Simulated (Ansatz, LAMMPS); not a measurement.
# Convergence of a linear-scaling basis for glassy 67P2O5-33Li2O (mol %) (68 atoms)

Wanted: errors and times of a linear-scaling basis for glassy 67P2O5-33Li2O (mol %) (68 atoms). A setting counts as converged where the r.m.s. difference of forces stays under 1 % of the r.m.s. force.

Main program and level: Ansatz 0.2.0; Kohn-Sham DFT, PBE, PAW (set soft_2), plane waves.

## 1. The structure

The cell holds 68 atoms: 16 P, 8 Li and 44 O. Its edges and angles: a = 9.413 Å, b = 9.413 Å, c = 9.413 Å, α = 90.0°, β = 90.0°, γ = 90.0°. 68 atoms (16 P, 8 Li, 44 O) placed at random at 2.39 g/cm³, melted at 4000 K for 10 ps at fixed volume with the Morse and Coulomb pair potential with partial charges (Pedone, Malavasi, Menziani, Cormack and Segre, J. Phys. Chem. B 110, 11780 (2006)). Quenched from 4000 K to 300 K at 20 K/ps and fixed volume, held 10 ps at zero pressure.

What the set-up can't give: The quench rate of 20 K/ps is orders of magnitude faster than experiment, which tends to freeze in extra defects. The starting topology of bonds comes from the classical model, and needn't be the one that DFT or experiment would give. Only the Γ point is sampled, in a cell whose shortest periodic width is 9 Å.

## 2. The classical run that made the cell

A classical potential supplies the starting structure, since it reaches far longer times than DFT.

This step: classical MD, Morse and Coulomb pair potential with partial charges (Pedone, Malavasi, Menziani, Cormack and Segre, J. Phys. Chem. B 110, 11780 (2006)) (LAMMPS 22 Jul 2025 - Update 4).

in.lmp reads:

```
# melt-quench of P16Li8O44
units metal
atom_style charge
boundary p p p
region box block 0 9.5590 0 9.5590 0 9.5590
create_box 3 box
mass 1 30.9738   # P
mass 2 6.9400   # Li
mass 3 15.9990   # O
create_atoms 1 random 16 552687 NULL overlap 1.5 maxtry 2000
create_atoms 2 random 8 552694 NULL overlap 1.5 maxtry 2000
create_atoms 3 random 44 552701 NULL overlap 1.5 maxtry 2000
pair_style hybrid/overlay pedone 5.5 coul/long 8.0
pair_coeff * * coul/long
pair_coeff 1 3 pedone 0.831326 2.585833 1.800790 1   # P-O
pair_coeff 2 3 pedone 0.001114 3.429506 2.681360 1   # Li-O
pair_coeff 3 3 pedone 0.042395 1.379316 3.618701 22   # O-O
set type 1 charge 3
set type 2 charge 0.6
set type 3 charge -1.2
kspace_style pppm 1.0e-4
neigh_modify delay 0 every 1 check yes
thermo_style custom step time temp pe press density
thermo_modify norm yes
timestep 0.002
thermo 100
min_style cg
minimize 1e-4 1e-4 200 2000
reset_timestep 0
velocity all create 4000 552688 mom yes dist gaussian
fix lim all nve/limit 0.05
fix lan all langevin 4000 4000 0.2 552689 zero yes
thermo 500
run 1000 post no
# [... 7 lines left out ...]
fix md all nvt temp 4000 300 0.2
run 92500 post no
unfix md
thermo 1666
fix md all npt temp 300 300 0.2 iso 0 0 2
run 5000 post no
unfix md
write_dump all custom glass.dump id type xs ys zs modify sort id
```

Run with:

```sh
$ lmp -in in.lmp -log none -nocite
```

Log:

```text
LAMMPS (22 Jul 2025 - Update 4)
Created orthogonal box = (0 0 0) to (9.559 9.559 9.559)
Created 16 atoms
Created 8 atoms
Created 44 atoms
PPPM initialization ...
  G vector (1/distance) = 0.39424049
  grid = 12 12 12
  estimated relative force accuracy = 4.1247811e-05
   Step          Time           Temp          PotEng         Press         Density
         0   0              0             -4.6283216      568635.21      2.3860254
        69   0.138          0             -19.354805      13702.948      2.3860254
Loop time of 0.0255983 s on 1 MPI rank(s) for 69 steps with 68 atoms
Minimization stats:
  Stopping criterion = energy tolerance
[... 17 lines left out ...]
[... 1 line left out ...]
Loop time of 1.208 s on 1 MPI rank(s) for 5000 steps with 68 atoms
   Step          Time           Temp          PotEng         Press         Density
[... 12 lines left out ...]
Loop time of 20.7613 s on 1 MPI rank(s) for 92500 steps with 68 atoms
   Step          Time           Temp          PotEng         Press         Density
[... 1 line left out ...]
     99960   199.92         359.82688     -19.563975      6897.8425      2.5028401
    101626   203.252        286.26848     -19.555023      8159.3625      2.5038829
    103292   206.584        263.71034     -19.558088     -4194.4169      2.5310378
    103500   207            355.86012     -19.556218     -306.69567      2.4987838
Loop time of 1.44915 s on 1 MPI rank(s) for 5000 steps with 68 atoms
```

Wall time 24 s (1 thread of AMD EPYC 9R45, shared host); peak memory 0.069 GiB.

## 3. Plane-wave single point

This run is the reference for what follows, at a cutoff of 420 eV.

input.yaml reads:

```yaml
crystal:
  lattice:
    - [9.413, 0.0, 0.0]
    - [0.0, 9.413, 0.0]
    - [0.0, 0.0, 9.413]
  atoms:
    - { symbol: P, position: [0.67912, 0.85118, 0.19412] }
    - { symbol: P, position: [0.34079, 0.35391, 0.49622] }
    - { symbol: P, position: [0.54438, 0.52229, 0.71019] }
    - { symbol: P, position: [0.84092, 0.1722, 0.62868] }
    - { symbol: P, position: [0.27038, 0.71683, 0.6957] }
    - { symbol: P, position: [0.0604, 0.42079, 0.14945] }
    - { symbol: P, position: [0.79119, 0.21808, 0.12685] }
    - { symbol: P, position: [0.54132, 0.26115, 0.91714] }
    - { symbol: P, position: [0.79976, 0.47362, 0.5073] }
    - { symbol: P, position: [0.01156, 0.87482, 0.23977] }
    - { symbol: P, position: [0.26731, 0.16897, 0.063] }
    - { symbol: P, position: [0.03571, 0.54824, 0.85275] }
    - { symbol: P, position: [0.42724, 0.65823, 0.15634] }
    - { symbol: P, position: [0.17823, 0.6238, 0.387] }
    - { symbol: P, position: [0.60757, 0.94792, 0.51262] }
    - { symbol: P, position: [0.75855, 0.71607, 0.88683] }
    - { symbol: Li, position: [0.00648, 0.9966, 0.93166] }
    - { symbol: Li, position: [0.26952, 0.89185, 0.95816] }
    - { symbol: Li, position: [0.14004, 0.0603, 0.502] }
    - { symbol: Li, position: [0.35832, 0.05672, 0.70064] }
    - { symbol: Li, position: [0.12968, 0.20507, 0.74818] }
    - { symbol: Li, position: [0.44311, 0.07664, 0.32402] }
    - { symbol: Li, position: [0.58907, 0.38074, 0.26696] }
    - { symbol: Li, position: [0.70165, 0.02299, 0.9052] }
    - { symbol: O, position: [0.8493, 0.84939, 0.23903] }
    - { symbol: O, position: [0.63535, 0.63072, 0.82073] }
    - { symbol: O, position: [0.9375, 0.55519, 0.53033] }
    - { symbol: O, position: [0.40349, 0.23846, 0.99987] }
    - { symbol: O, position: [0.72738, 0.74219, 0.04515] }
    - { symbol: O, position: [0.88999, 0.62083, 0.87117] }
    - { symbol: O, position: [0.40171, 0.61833, 0.72152] }
    - { symbol: O, position: [0.87467, 0.1011, 0.0689] }
    - { symbol: O, position: [0.663, 0.26776, 0.02658] }
    - { symbol: O, position: [0.22982, 0.69968, 0.53512] }
    - { symbol: O, position: [0.08286, 0.75216, 0.33383] }
    - { symbol: O, position: [0.64706, 0.92393, 0.36023] }
    - { symbol: O, position: [0.04068, 0.40781, 0.785] }
    - { symbol: O, position: [0.06119, 0.84747, 0.08818] }
    - { symbol: O, position: [0.45989, 0.41949, 0.59004] }
    - { symbol: O, position: [0.1495, 0.64644, 0.7867] }
    - { symbol: O, position: [0.74602, 0.49641, 0.35936] }
    - { symbol: O, position: [0.53416, 0.40219, 0.829] }
    - { symbol: O, position: [0.17313, 0.29297, 0.13458] }
    - { symbol: O, position: [0.79652, 0.86084, 0.82394] }
    - { symbol: O, position: [0.68276, 0.51568, 0.61054] }
    - { symbol: O, position: [0.46429, 0.01273, 0.51711] }
    - { symbol: O, position: [0.82629, 0.31544, 0.54503] }
    - { symbol: O, position: [0.39219, 0.29389, 0.36423] }
    - { symbol: O, position: [0.07274, 0.5135, 0.01073] }
    - { symbol: O, position: [0.28012, 0.86528, 0.74292] }
    - { symbol: O, position: [0.24038, 0.47573, 0.4568] }
    - { symbol: O, position: [0.47798, 0.50405, 0.13521] }
    - { symbol: O, position: [0.53357, 0.12654, 0.82529] }
    - { symbol: O, position: [0.62628, 0.97531, 0.10917] }
    - { symbol: O, position: [0.185, 0.11392, 0.93757] }
    - { symbol: O, position: [0.5518, 0.74853, 0.22229] }
    - { symbol: O, position: [0.30738, 0.64729, 0.27009] }
    - { symbol: O, position: [0.98859, 0.11494, 0.60719] }
    - { symbol: O, position: [0.7249, 0.05801, 0.5722] }
    - { symbol: O, position: [0.60895, 0.80388, 0.57447] }
    - { symbol: O, position: [0.80372, 0.21032, 0.78009] }
    - { symbol: O, position: [0.31755, 0.056, 0.15918] }
    - { symbol: O, position: [0.73995, 0.21505, 0.27481] }
    - { symbol: O, position: [0.2647, 0.24463, 0.58878] }
    - { symbol: O, position: [0.36836, 0.7209, 0.02077] }
    - { symbol: O, position: [0.08549, 0.51318, 0.27247] }
    - { symbol: O, position: [0.91413, 0.34165, 0.12846] }
    - { symbol: O, position: [0.06535, 0.00454, 0.30863] }
kpoints:
  mp_grid: { grid: [1, 1, 1] }
hamiltonian:
  xc: pbe
scf:
  occupations: { method: gaussian, width: 0.025 }
output:
  forces: true
  stress: true
  populations: true
  dos:
    method: { smearing: { sigma: 0.15 } }
    de: 0.1
    projected: { site_lists: { Li: [Li], O: [O], P: [P] } }
  eigenvalues: true
  write_density: true
  write_potential: true
  volumetric_format: npy
```

Run with:

```sh
$ ansatz run input.yaml --threads 4 --pin off --max-ram 8192MiB --backend cpu --events-out ev --progress --plain --runs-dir out
```

Log:

```text
Engine: ansatz 0.2.0, x86_64-unknown-linux-gnu
Pseudopotentials: kind: paw
Pseudopotential: P, paw, valence charge 5, recommended cutoff 420 eV (normal), P.paw.azcp
Pseudopotential: Li, paw, valence charge 3, recommended cutoff 420 eV (normal), Li.paw.azcp
Pseudopotential: O, paw, valence charge 6, recommended cutoff 420 eV (normal), O.paw.azcp
[... 5 lines on functional and potentials left out ...]
Crystal: 68 atoms, lattice volume = 834.035 Å³
Basis set: ecut = 420 eV, 16279 PW (Γ), exchange–correlation on 128×128×128 points (8 copies of the dense FFT grid, shifted against one another)
Bands: 252, of which v1, the nominal top of the filled ones, is band 184 counted from 1 (183 counted from 0)
Symmetry: 1 space group operations
Space group: P1 (ITA 1), of the structure as read, at distance tolerance 9.4e-5 Å
k-points: 1
[... 7 lines on functional and potentials left out ...]
Initial density: superposition of atomic densities (neutral atoms: chi_scale 0, normalization atom), corrected by the library's trained network
Initial wavefunctions: pseudopotential atomic-orbital guess
Functional: x = pbe(κ = 0.804, μ = 0.219515), c = pbe(β = 0.066725)
SCF iter   1: F=—  HF=-38715.419430 eV  |F-HF|=—  |Δ(HF+E_count)|=         —  Δρ=5.42e-3  dr2=3.33e-1  ethr=1.77e-3  ⟨swp⟩=7.0  Hψ=1336  notcnv=0  defer=52
preconditioner: auto → Resta (q_TF=auto, 2.381 Å⁻¹)  ε∞=3.1  [insulator: Δε(μ)=1.952 eV  Ē_g=16.570 eV  σ=0.025 eV  W_gap=1.00  n_scr=178 (ndim 8)  ℏωp=24.1 eV  f_vac=0.160  D(μ)=0.00/eV (n_scr^D=0)  ε∞_Penn≈3.1]
SCF iter   2: F=—  HF=-38715.344700 eV  |F-HF|=—  |Δ(HF+E_count)|=   7.47e-2  Δρ=2.71e-3  dr2=7.44e-2  ethr=9.05e-5  ⟨swp⟩=3.0  Hψ=443  notcnv=0  defer=60
SCF iter   3: F=—  HF=-38715.329433 eV  |F-HF|=—  |Δ(HF+E_count)|=   1.53e-2  Δρ=1.17e-3  dr2=2.26e-2  ethr=2.02e-5  ⟨swp⟩=2.0  Hψ=334  notcnv=0  defer=60
SCF iter   4: F=—  HF=-38715.323037 eV  |F-HF|=—  |Δ(HF+E_count)|=   6.40e-3  Δρ=5.61e-4  dr2=2.81e-3  ethr=6.13e-6  ⟨swp⟩=3.0  Hψ=358  notcnv=0  defer=60
SCF iter   5: F=—  HF=-38715.322609 eV  |F-HF|=—  |Δ(HF+E_count)|=   4.28e-4  Δρ=2.65e-4  dr2=5.33e-4  ethr=7.64e-7  ⟨swp⟩=2.0  Hψ=429  notcnv=0  defer=60
SCF iter   6: F=—  HF=-38715.322616 eV  |F-HF|=—  |Δ(HF+E_count)|=   7.45e-6  Δρ=9.12e-5  dr2=5.53e-5  ethr=1.45e-7  ⟨swp⟩=3.0  Hψ=352  notcnv=0  defer=60
SCF iter   7: F=—  HF=-38715.324380 eV  |F-HF|=—  |Δ(HF+E_count)|=   1.76e-3  Δρ=4.43e-5  dr2=1.39e-5  ethr=1.50e-8  ⟨swp⟩=3.0  Hψ=425  notcnv=0  defer=60
SCF iter   8: F=—  HF=-38715.324382 eV  |F-HF|=—  |Δ(HF+E_count)|=   2.21e-6  Δρ=1.08e-5  dr2=9.78e-7  ethr=3.79e-9  ⟨swp⟩=2.0  Hψ=331  notcnv=0  defer=60
SCF iter   9: F=—  HF=-38715.324383 eV  |F-HF|=—  |Δ(HF+E_count)|=   1.02e-6  Δρ=5.01e-6  dr2=1.81e-7  ethr=2.66e-10  ⟨swp⟩=3.0  Hψ=428  notcnv=0  defer=60
SCF iter  10: F=-38715.324383 eV  HF=-38715.324383 eV  |F-HF|=1.74e-9  |Δ(HF+E_count)|=   7.39e-8  Δρ=2.28e-6  dr2=3.64e-8  ethr=2.72e-11  ⟨swp⟩=25.0  Hψ=2713  notcnv=0
SCF 1 converged in 10 iterations: F = -38715.324383 eV  dr2 = 3.64e-8
  greatest PAW one-centre occupation: 1.000 electrons in one spin orbital (limit 2), on the Li atom at site 21 (counted from 0), in its partial waves of l = 0
SCF converged after 10 iterations
Free energy (F): -38715.324383 eV
Harris-Foulkes:  -38715.324383 eV  (|F-HF|=1.74e-9)
Internal energy: -38715.324383 eV  (E = F + TS)
E sigma→0 (E₀):  -38715.324383 eV
Fermi energy:    4.881433 eV
--- Per-component energies (eV) ---
  E_band       = -2434.322860
  E_kinetic    = 9266.844699
  E_local      = -25081.147429  (includes V_loc(G=0)·N_el)
  E_nonlocal   = 2333.938745
  E_hartree    = 9075.200601
  E_xc         = -4350.294351
  E_vxc        = -5270.700850  (∫ρ·V_xc dr)
  E_paw        = -16264.520167  (= ΣΔE_a)
  E_vpaw       = -1833.766028  (= ΣTr[D̂ρ^β])
  E_aug_tail   = 0.111887  (compensation charges beyond the density's cutoff)
  E_ewald      = -13695.458367
  E_smearing   = -0.000000  (= −TS)
  E_closure    = 0.000000  (closes the sum)
  Σ components = -38715.324383   (vs F -38715.324383, Δ=0.00e0)
--- Forces (eV/Å), atoms counted from 1 ---
  atom   1  P      0.51345919     2.91638169     0.10436576
  atom   2  P     -0.59558814    -1.96944584     2.23018874
  atom   3  P      1.51484929    -0.19368228    -1.49625285
  atom   4  P     -1.62250332    -0.65945253     1.90756211
  atom   5  P      0.62927640    -1.20696349    -1.08961914
  atom   6  P     -1.46493740    -3.53162317    -3.39502807
  atom   7  P      1.17903273    -1.60278572     2.84702229
  atom   8  P      0.11384064    -3.30919112    -3.20924184
  atom   9  P      3.59724187     1.85245953    -4.27184462
  atom  10  P      1.17051324     0.42899129    -2.92566008
  atom  11  P     -0.52777948    -1.01571864     0.61775422
  atom  12  P     -0.72964745    -3.78086937    -1.04953429
  atom  13  P      1.14267543    -3.47320622    -3.53826716
  atom  14  P      1.69936396    -0.53559677    -2.10687138
[...]
atom  67  O      2.01909985     3.37281673     0.20839668
  atom  68  O     -0.14767821     1.16215879     1.39645027
  max |Σ_I F_I| component: 3.91e-5 eV/Å
--- Stress (GPa, compression-positive) ---
        0.937135      -1.404170      -1.979769
       -1.404177       2.624819       0.318900
       -1.979774       0.318906       3.138497
  P = ⅓ Tr σ = 2.2335 GPa (22.335 kbar)
--- Band table (eV) ---
  k-point 0: bands = ["-40.9006", "-40.7841", "-40.6873", "-40.6583", [... 236 levels ...], "13.3783", "13.4385", "13.5028", "13.6149", "13.6759", "13.7447", "13.8296", "13.9003", "13.9604", "14.0516", "14.1090", "14.1997"]
--- Löwdin populations: 68 sites ---
  site symbol       q [e]
     0      P      2.8084
     1      P      2.7781
     2      P      2.7583
[...]
67      O      6.8548
  spilling = 0.017261 (of n_electrons = 368.000000)
```

Elapsed: 3.8 s, on 4 threads of AMD EPYC 9R45, shared host; peak memory 0.99 GiB; 12 s of CPU time.

The run gave:

```
free energy                                      : -38715.3244 eV
free energy per atom                             : -569.3430 eV/atom
SCF cycles                                       : 10
pressure                                         : 2.233 GPa
r.m.s. force component                           : 1.505 eV/Å
longest force                                    : 5.884 eV/Å
Fermi energy                                     : 4.881 eV
gap (highest filled to lowest empty level) : 1.238 eV
spilling of the projection                       : 0.01726
```

The r.m.s. force component of 1.5 eV/Å and the pressure of 2.2 GPa set the scale for the differences below.

## 4. Support functions low

The cell is solved in localised support functions.

This step: Kohn-Sham DFT, PBE, PAW (set soft_2), localised support functions (low) (Ansatz 0.2.0).

input.yaml, the sections that differ from step 3:

```yaml
scf:
  occupations: { method: gaussian, width: 0.025 }
  eigensolver: { kind: { support_functions: { accuracy: low } } }
  max_iter: 150
output:
  forces: true
  eigenvalues: true
# crystal, kpoints, hamiltonian: as in step 3
```

Log:

```text
Warning: scf.eigensolver.kind.support_functions: disabling space-group detection — the functions' gradient is summed over unrotated k-points, so no spatial operation reduces the k-mesh or symmetrises the density; time reversal is kept, so that k and −k are solved as one point where they differ and the mesh holds both, and exact exchange and, on two spinor components, a DFT+U term hold to it where the run has them: [...]
settings of this run that can trade accuracy for cost: scf.eigensolver.kind.support_functions; scf.eigensolver.kind.support_functions.accuracy: low [...]
[...]
Crystal: 68 atoms, lattice volume = 834.035 Å³
Basis set: ecut = 420 eV, 16279 PW (Γ), exchange–correlation on 144×144×144 points (8 copies of the dense FFT grid, shifted against one another)
Bands: 221, of which v1, the nominal top of the filled ones, is band 184 counted from 1 (183 counted from 0)
Symmetry: 1 space group operations
k-points: 1
[...]
SCF iter   1: F=—  HF=-38690.455000 eV  |F-HF|=—  |Δ(HF+E_count)|=         —  Δρ=1.25e-1  dr2=1.46e2  ethr=1.00e-1
[...]
SCF iter  11: F=—  HF=-38715.664666 eV  |F-HF|=—  |Δ(HF+E_count)|=   1.77e-3  Δρ=4.89e-5  dr2=2.43e-5  ethr=3.66e-8  κ⁻¹=1.6e-5(r=7)
SCF iter  12: F=-38715.665974 eV  HF=-38715.665975 eV  |F-HF|=1.12e-6  |Δ(HF+E_count)|=   1.31e-3  Δρ=2.77e-5  dr2=7.02e-6  ethr=6.61e-9
SCF 1 converged in 12 iterations: F = -38715.678629 eV  dr2 = 7.02e-6
[...]
SCF converged after 12 iterations
Stability not checked: this state was not tested for a lower state beside it, because the mixer in use, unlike msr1, does not test its closes by its own steps (another_mixer; see scf.mixing.algorithm and scf.lower_state_search)
Free energy (F): -38715.678629 eV
[...]
Internal energy: -38715.678629 eV  (E = F + TS)
E sigma→0 (E₀):  -38715.678629 eV
Fermi energy:    4.881111 eV
[...]
Σ components = -38715.678629   (vs F -38715.678629, Δ=0.00e0)
--- Forces (eV/Å), atoms counted from 1 ---
  atom   1  P      0.51339716     2.91634673     0.10338945
  atom   2  P     -0.59510939    -1.96967850     2.22836890
  atom   3  P      1.51504132    -0.19277347    -1.49642001
  atom   4  P     -1.62347781    -0.65913633     1.90719144
[...]
atom  68  O     -0.14761484     1.16315723     1.39702612
  max |Σ_I F_I| component: 1.52e-3 eV/Å
--- Band table (eV) ---
[...]
```

Wall time 31 s (4 threads); peak memory 2.7 GiB; 2 min of CPU time.

The program notes that the band table was not solved further than the SCF left it and it switched symmetry off.

Keys that differ from the reference: support_functions.accuracy = "low" and scf.max_iter = 150.

Forces differ from the reference by 0.77 meV/Å r.m.s., 0.051 % of their size, well within a tolerance of 1 %; the energy by -5.2 meV/atom.

## 5. Support functions medium

The cell is solved in localised support functions. Besides, the program derives a nominal cutoff of 464 eV for this run, against the reference's 420.

This step: Kohn-Sham DFT, PBE, PAW (set soft_2), localised support functions (medium) (Ansatz 0.2.0).

input.yaml, the sections that differ from step 4:

```yaml
scf:
  occupations: { method: gaussian, width: 0.025 }
  eigensolver: { kind: { support_functions: { accuracy: medium } } }
  max_iter: 150
# crystal, kpoints, hamiltonian, output: as in step 4
```

Log:

```text
[...]
Warning: basis.ecutwfc = 464 eV, auto-derived: no grid that the accuracy of the support functions lays serves the files at the lower one that their records recommend; a deck with other species or settings can derive another value
[...]
Crystal: 68 atoms, lattice volume = 834.035 Å³
Basis set: ecut = 464 eV, 18949 PW (Γ), exchange–correlation on 144×144×144 points (8 copies of the dense FFT grid, shifted against one another)
Bands: 221, of which v1, the nominal top of the filled ones, is band 184 counted from 1 (183 counted from 0)
Symmetry: 1 space group operations
k-points: 1
[...]
SCF iter   1: F=—  HF=-38690.456100 eV  |F-HF|=—  |Δ(HF+E_count)|=         —  Δρ=1.25e-1  dr2=1.46e2  ethr=1.00e-1
[...]
SCF iter  12: F=—  HF=-38715.666467 eV  |F-HF|=—  |Δ(HF+E_count)|=   1.31e-3  Δρ=2.77e-5  dr2=7.02e-6  ethr=6.61e-9  κ⁻¹=2.6e-5(r=7)
SCF iter  13: F=-38715.667486 eV  HF=-38715.667486 eV  |F-HF|=4.84e-7  |Δ(HF+E_count)|=   1.02e-3  Δρ=9.35e-6  dr2=1.11e-6  ethr=1.91e-9
SCF 1 converged in 13 iterations: F = -38715.679040 eV  dr2 = 1.11e-6
[...]
SCF converged after 13 iterations
[...]
Free energy (F): -38715.679040 eV
[...]
Internal energy: -38715.679040 eV  (E = F + TS)
E sigma→0 (E₀):  -38715.679040 eV
Fermi energy:    4.881407 eV
[...]
Σ components = -38715.679040   (vs F -38715.679040, Δ=0.00e0)
--- Forces (eV/Å), atoms counted from 1 ---
  atom   1  P      0.51342869     2.91665083     0.10405522
  atom   2  P     -0.59498990    -1.96966332     2.22860944
  atom   3  P      1.51501978    -0.19314219    -1.49660906
  atom   4  P     -1.62339392    -0.65914533     1.90726786
[...]
atom  68  O     -0.14770764     1.16300200     1.39688454
  max |Σ_I F_I| component: 1.37e-3 eV/Å
--- Band table (eV) ---
[...]
```

Run time: 33 s. Hardware: 4 threads; peak memory 2.7 GiB.

Keys that differ from the reference: support_functions.accuracy = "medium" and scf.max_iter = 150.

Forces differ from the reference by 0.77 meV/Å r.m.s., 0.051 % of their size, well within a tolerance of 1 %; the energy by -5.2 meV/atom.

(Part 1 of 3 ends here.)

[Long decimals in the printed logs are rounded to 6 places.]

[Logs are printed without paths, hosts, clocks, repeated set-up lines and the standing remarks that a program may print on its own settings, such as how far it seeks lower states.]

[Hosts, paths, dates, database ids (printed as entryN), source tags and the programs' standing remarks are cut or masked in the printed files.]
